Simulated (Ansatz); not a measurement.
# Al2O3 (Corundum, R-3c): lattice thermal conductivity, part 2 of 3

Aim: the lattice thermal conductivity of Al2O3 (Corundum) against temperature, and which phonons carry it.

Experimental results on record:
- thermal conductivity 30 W/m/K near room temperature (given in “Combining the AFLOW GIBBS and Elastic Libraries to efficiently and robustly screen thermo-mechanical properties of solids”, 2017, arXiv:1611.05714)

Ansatz 0.2.0; DFT LDA, scalar-relativistic, plane waves, PAW; PAW set soft_1.

So far. Step 2 (Probe on a coarse mesh): The start is under -5.4 GPa at this level and looks like an insulator or semiconductor on this mesh. Step 4 (Tight relaxation): The residual pressure is -0.0056 GPa, small enough for phonons. The relaxed cell has a = 4.729, c = 12.890 Å (conventional setting).

**5. Anharmonic force constants and conductivity, pair cutoff 2.999 Å, distances inside cutoff 7 (continued)**

Spectral kappa at 300 K against frequency; read off at these points; values in W/m/K/THz:

```
frequency (THz)  relaxation time (W/m/K/THz)  full solution (W/m/K/THz)
            0.2                            0                          0
            1.2                            0                          0
            2.2                         5.45                       5.46
            2.8                         5.14                       5.14
            3.2                         9.04                       9.05
            3.8                         1.03                       1.05
            4.8                         5.97                          6
            5.8                         5.21                       5.23
            6.8                         3.57                       3.57
            7.8                          2.9                       2.88
            8.2                         3.24                       3.22
            9.2                         1.79                       1.78
           10.2                        0.867                      0.869
           11.2                        0.907                      0.926
           12.2                         1.26                       1.28
           13.2                         1.35                       1.37
           13.8                         1.20                       1.21
           14.8                         1.02                       1.04
           15.8                        0.495                      0.509
           16.8                        0.339                      0.321
           17.8                        0.426                      0.405
           18.8                        0.180                      0.173
           19.2                         0.14                      0.129
           20.2                       0.0851                     0.0852
           21.2                      0.00931                    0.00811
           22.2                       0.0432                     0.0380
           23.2                       0.0241                     0.0234
           24.2                       0.0406                     0.0387
           24.8                       0.0294                     0.0254
           25.8                      0.00918                    0.00602
           26.8                      0.00101                     8.7e-4
```

Relaxation-time solution. Table of share of κ carried by shorter paths by mean free path:

```
mean free path (nm)  100 K  300 K  800 K
              0.316      0      0  0.002
              0.464      0      0  0.007
                  1      0  0.002  0.041
               1.47      0  0.005  0.086
               2.15      0  0.011  0.157
               4.64      0  0.052  0.339
               6.81      0  0.099  0.441
                 10      0  0.164  0.527
               21.5  0.001  0.332  0.688
               31.6  0.002  0.408  0.783
               46.4  0.004  0.497  0.819
                100  0.016  0.693  0.917
                147  0.028  0.774  0.954
                215  0.049  0.799      1
                464  0.136  0.932      1
                681  0.198  0.991      1
               1000  0.297      1      1
               2150  0.536      1      1
               3160  0.606      1      1
               4640  0.636      1      1
              10000  0.885      1      1
              14700      1      1      1
```

300 K; a sample spread over frequency. Mode lifetimes, by row, the first 40 of 90 rows:

```
    q1       q2       q3  branch  frequency (THz)  rms speed (km/s)  three-phonon rate (1/ps)  isotope rate (1/ps)  lifetime (ps)  mean free path (nm)
     0        0   0.1111       1            1.658              5.88                    0.0288              1.74e-7           34.7                  204
0.1111   0.2222  -0.1111       1            4.235              5.53                     0.195              1.24e-5           5.13                 28.4
0.1111   0.3333  -0.1111       1            5.389              4.93                     0.323              3.18e-5           3.09                 15.3
     0   0.2222   0.4444       1            6.093              4.59                     0.234              5.73e-5           4.28                 19.6
0.2222   0.2222  -0.2222       2            6.755               5.2                     0.145              1.12e-4            6.9                 35.9
     0   0.3333  -0.3333       1            7.035              1.89                     0.501              9.95e-5           1.99                 3.77
0.3333   0.4444  -0.4444       3            7.398               3.7                     0.418              9.62e-5           2.39                 8.84
0.2222  -0.4444  -0.3333       2            7.807              1.05                     0.374              9.89e-5           2.67                 2.79
0.1111   0.2222  -0.2222       3            8.087              1.14                     0.326              1.63e-4           3.06                 3.49
0.1111  -0.4444  -0.3333       3             8.28              1.41                     0.399              1.15e-4            2.5                 3.52
0.1111  -0.4444  -0.2222       4            8.555              1.41                     0.217              1.50e-4           4.61                 6.51
0.1111   0.3333  -0.4444       4            8.834              1.34                      0.21              1.73e-4           4.77                 6.37
0.1111   0.4444  -0.3333       5            9.086              0.84                      0.22              3.82e-4           4.54                 3.83
0.1111   0.1111   0.4444       5            9.267              1.53                     0.464              1.61e-4           2.15                 3.29
0.1111   0.3333  -0.3333       6            9.465              2.28                     0.226              5.87e-4           4.41                 10.1
0.1111  -0.4444  -0.4444       5             9.63              2.84                      0.19              2.37e-4           5.25                 14.9
0.1111  -0.4444  -0.2222       6            9.848              3.03                     0.237              3.30e-4           4.21                 12.8
0.1111   0.3333   0.3333       6            10.37              2.62                     0.361              1.51e-4           2.77                 7.25
0.1111   0.4444  -0.2222       7            10.69              0.98                     0.307              0.00258           3.23                 3.16
0.1111  -0.2222  -0.2222       7            10.91              2.34                      0.32              0.00235            3.1                 7.25
     0        0   0.4444       8            11.13              0.74                     0.366              0.00681           2.68                 1.97
     0   0.1111   0.2222       7            11.23              1.37                     0.369              0.00942           2.64                 3.63
0.1111   0.2222  -0.3333       8             11.4               1.2                      0.36              0.00571           2.73                 3.28
     0        0   0.2222       9            11.53              2.14                     0.244              0.00392           4.04                 8.64
     0        0        0       8            11.66                 0                     0.436              9.15e-4           2.29                    0
     0   0.2222   0.2222       9            11.86              2.59                     0.281              0.00338           3.51                 9.08
0.1111   0.4444  -0.2222       9            11.99              2.59                     0.276              0.00406           3.57                 9.22
0.1111   0.2222  -0.3333       9             12.1              1.45                     0.291              0.00299            3.4                 4.94
0.2222   0.2222  -0.4444      10            12.27              1.87                     0.237              0.00403           4.14                 7.76
0.1111   0.1111  -0.2222      10            12.38              0.74                     0.328              0.00477           3.01                 2.23
0.1111   0.3333  -0.4444      11            12.49              0.58                     0.311              0.00403           3.18                 1.83
     0   0.2222  -0.2222      11            12.62               0.6                      0.43              0.00389            2.3                 1.37
0.1111   0.2222  -0.4444      11            12.72              2.38                     0.274               0.0053           3.58                 8.52
     0   0.2222   0.2222      12            12.83              1.69                     0.188              0.00172           5.26                 8.87
0.3333   0.3333  -0.3333      12            12.98              2.62                     0.284              0.00277           3.49                 9.15
0.3333   0.3333  -0.3333      13            13.13              1.45                     0.314               0.0039           3.15                 4.58
     0   0.1111   0.3333      12            13.29              1.29                     0.274              0.00181           3.63                 4.67
     0   0.3333  -0.3333      13            13.43              1.28                     0.274               0.0041            3.6                 4.59
0.3333  -0.4444  -0.4444      13            13.64              1.28                     0.258              0.00409           3.81                 4.88
0.1111   0.2222   0.4444      14            13.84              1.81                     0.363              0.00378           2.72                 4.93
```

Without the LO-TO term. Gamma linewidths, by row:

```
branch  frequency (cm⁻¹)  three-phonon rate (1/ps)  isotope rate (1/ps)  FWHM (cm⁻¹)
     4             310.3                     0.665              3.18e-5         3.53
     5             373.2                     0.318               0.0127         1.76
     6             373.2                     0.318               0.0127         1.76
     7             388.8                     0.436              9.15e-4         2.32
     8             388.8                     0.436              9.15e-4         2.32
     9             395.9                     0.341               0.0052         1.84
    10             418.6                     0.213              5.51e-5         1.13
    11             434.6                     0.446              8.05e-4         2.37
    12             434.6                     0.446              8.05e-4         2.37
    13             438.3                     0.391               0.0034         2.09
    14             438.3                     0.391               0.0034         2.09
    15             445.3                     0.434              0.00136         2.31
    16             445.3                     0.434              0.00136         2.31
    17             526.2                     0.202              0.00404         1.09
    18             576.2                     0.808              0.00512         4.31
    19             576.2                     0.808              0.00512         4.31
    20             576.5                      0.38               0.0015         2.02
    21             576.5                      0.38               0.0015         2.02
    22             587.4                     0.328              0.00789         1.78
    23             602.8                      1.22              6.60e-4         6.48
    24             631.7                     0.638              0.00726         3.42
    25             631.7                     0.638              0.00726         3.42
    26               643                      1.28              0.00766         6.83
    27             690.5                       0.9               0.0112         4.84
    28               750                      1.63               0.0682         9.02
    29             750.7                       2.1               0.0647         11.5
    30             750.7                       2.1               0.0647         11.5
```

W/m/K, third of the trace; RTA populations with a boundary rate v/L added to each mode (Matthiessen's rule). Kappa by grain size, by row:

```
T (K)   bulk  10 nm  30 nm  100 nm  300 nm  1000 nm  10000 nm  100000 nm
  100  419.1  4.908   13.3   35.91   77.94    152.2     321.5      403.9
  300  39.44  9.883  16.73   24.83   31.13     35.8     38.98       39.4
  600  17.11  7.568  10.76   13.68   15.47     16.5     17.04       17.1
```

W/m/K, third of the trace; RTA populations with the isotope rates scaled. Kappa by mass disorder, by row:

```
T (K)  no isotopes  as typed  variance x 3  variance x 10  variance x 30
  100        421.4     419.1         414.9          402.1          374.2
  300        39.53     39.44         39.27          38.71          37.45
  600        17.13     17.11         17.06          16.91          16.54
```

At 300 K the relaxation-time value is 39.9 W/(m K).

**6. Third-order constants and the Boltzmann equation, pair cutoff 3.44 Å, distances inside cutoff 9**

File input.yaml:

```yaml
crystal:
  lattice:
    - [2.3643413569, 1.3650531189, 4.2966958505]
    - [-2.3643413569, 1.3650531189, 4.2966958505]
    - [0.0, -2.7301062378, 4.2966958505]
  atoms:
    - { symbol: Al, position: [0.3519802859, 0.3519802859, 0.3519802859] }
    - { symbol: Al, position: [0.1480197141, 0.1480197141, 0.1480197141] }
    - { symbol: Al, position: [0.6480197141, 0.6480197141, 0.6480197141] }
    - { symbol: Al, position: [0.8519802859, 0.8519802859, 0.8519802859] }
    - { symbol: O, position: [0.5558304635, 0.9441695365, 0.25] }
    - { symbol: O, position: [0.25, 0.5558304635, 0.9441695365] }
    - { symbol: O, position: [0.9441695365, 0.25, 0.5558304635] }
    - { symbol: O, position: [0.4441695365, 0.0558304635, 0.75] }
    - { symbol: O, position: [0.75, 0.4441695365, 0.0558304635] }
    - { symbol: O, position: [0.0558304635, 0.75, 0.4441695365] }
kpoints:
  mp_grid: { grid: [6, 6, 6] }
hamiltonian:
  xc: lda
  pseudopotentials: { kind: paw, azcp: { folder: soft_1 }, xc_functional: pbe }
scf:
  occupations: { method: fixed }
  lower_state_search: "off"
output:
  eigenvalues: true
phonons:
  method: fd
  dielectric: true
  supercell: [2, 2, 2]
  temperatures: { t_max: 1000, t_step: 50 }
  qpath:
    path:
      - [[0.0, 0.0, 0.0], [0.5, 0.0, 0.0], [0.5, 0.23395482, -0.23395482]]
      - [[0.76604518, 0.5, 0.23395482], [0.5, 0.5, 0.5], [0.0, 0.0, 0.0], [0.36697741, 0.0, -0.36697741]]
      - [[0.63302259, 0.36697741, 0.0], [0.5, 0.5, 0.0], [0.63302259, 0.63302259, 0.23395482], [0.5, 0.5, 0.5]]
    npoints: 10
  third_order: { supercell: [2, 2, 2], pair_cutoff: 3.44 }
  lattice_thermal_conductivity:
    qmesh: [13, 13, 13]
    temperatures: [100.0, 150.0, 200.0, 300.0, 400.0, 500.0, 600.0, 800.0]
    isotope_mass_variance: [{ species: Al, variance: 0.0 }, { species: O, variance: 3.359e-05 }]
    solution: relaxation_time
```

Run with:

```console
> ansatz run input.yaml --threads 18 --pin off --max-ram 92160MiB --backend cuda --events-out ev --progress --plain --runs-dir out --max-vram 78GiB
```

Run time: 11 min. Hardware: 1 × NVIDIA GB200 with 18 threads of Arm Neoverse V2, shared host; peak memory 2.8 GiB.

This step gave:

| Property | Result |
| --- | --- |
| κ at 300 K (relaxation time) | 38.88 W/m/K |
| mean free path at half of κ | 45.3 nm |
| share of κ above the three lowest branches | 0.28 |
| third-order blocks | 2038 |
| largest relative sum-rule correction | 0.2955 |
| displaced cells, third order | 620 |

LO-TO term included. Phonon branches along the path, in cm⁻¹:

```
    point  branch 1  branch 2  branch 3  branch 4  branch 27  branch 28  branch 29  branch 30
        Γ         0         0         0       310        750        751        751        897
  halfway       123       132       226       284        751        753        766        878
        L       232       232       246       246        753        753        825        825
  halfway       236       236       255       255        751        751        817        817
       B1       251       251       282       282        757        757        797        797
jump to B       251       251       282       282        757        757        797        797
  halfway       235       235       264       264        721        721        818        818
        Z       225       225       225       225        698        698        834        834
  halfway       123       123       210       313        737        737        789        862
        Γ         0         0         0       310        750        751        751        872
  halfway       142       162       266       275        746        754        769        872
        X       236       256       266       283        744        767        800        803
jump to Q       236       256       266       283        744        767        800        803
  halfway       226       255       282       300        746        764        775        807
        F       221       257       282       303        750        758        763        808
  halfway       227       260       275       305        740        758        776        807
       P1       238       265       269       294        731        756        794        805
  halfway       225       243       250       261        715        716        821        822
        Z       225       225       225       225        698        698        834        834
```

Table of lattice thermal conductivity by temperature:

```
temperature (K)  RTA xx (W/m/K)  RTA zz (W/m/K)
            100             381             490
            150             124             156
            200            68.5            84.1
            300            36.6            43.5
            400            25.8            30.0
            500            20.2            23.2
            600            16.9            19.1
            800            12.9            14.4
```

The modes has structure finer than the step of the table below, so its rows give means over 25 cm⁻¹, whole bins alone (the curve runs from -10 to 932 cm⁻¹). Peaks (cm⁻¹: height): Al 310.1: 0.0389, 422.7: 0.0368, 553.1: 0.0314, 808.0: 0.00746; O 416.8: 0.0457, 487.9: 0.0433, 553.1: 0.0444, 671.7: 0.0550, 748.8: 0.0702.

Phonopy on the run's constants, 15x15x15 mesh, Gaussian sigma 6.7 cm⁻¹. The modes by wavenumber; means over each step; values in 1/cm⁻¹/cell:

```
wavenumber (cm⁻¹)       Al        O
               25   8.8e-5   7.4e-5
               50   3.4e-4   3.0e-4
               75   7.7e-4   6.6e-4
              100  0.00147  0.00123
              125  0.00240  0.00193
              150  0.00383  0.00295
              175  0.00579  0.00418
              200  0.00923  0.00614
              225   0.0160  0.00922
              250   0.0207   0.0106
              275   0.0300   0.0119
              300   0.0336   0.0130
              325   0.0281   0.0132
              350   0.0164   0.0159
              375   0.0243   0.0387
              400   0.0313   0.0412
              425   0.0348   0.0420
              450   0.0258   0.0330
              475   0.0204   0.0362
              500   0.0195   0.0375
              525   0.0235   0.0367
              550   0.0287   0.0406
              575   0.0206   0.0323
              600   0.0158   0.0288
              625   0.0130   0.0338
              650  0.00993   0.0380
              675  0.00885   0.0485
              700  0.00333   0.0149
              725  0.00163   0.0154
              750  0.00574   0.0531
              775  0.00406   0.0172
              800  0.00663   0.0176
              825  0.00615   0.0122
              850  0.00453  0.00708
              875  0.00253  0.00345
              900   4.3e-4   5.4e-4
```

[end of part 2 of 3]

[Logs are printed without paths, hosts, clocks, repeated set-up lines and the standing remarks that a program may print on its own settings, such as how far it seeks lower states.]

[Hosts, paths, dates, database ids (printed as entryN), source tags and the programs' standing remarks are cut or masked in the printed files.]

[A step with changed settings may run another functional than the one named; its input shows which.]
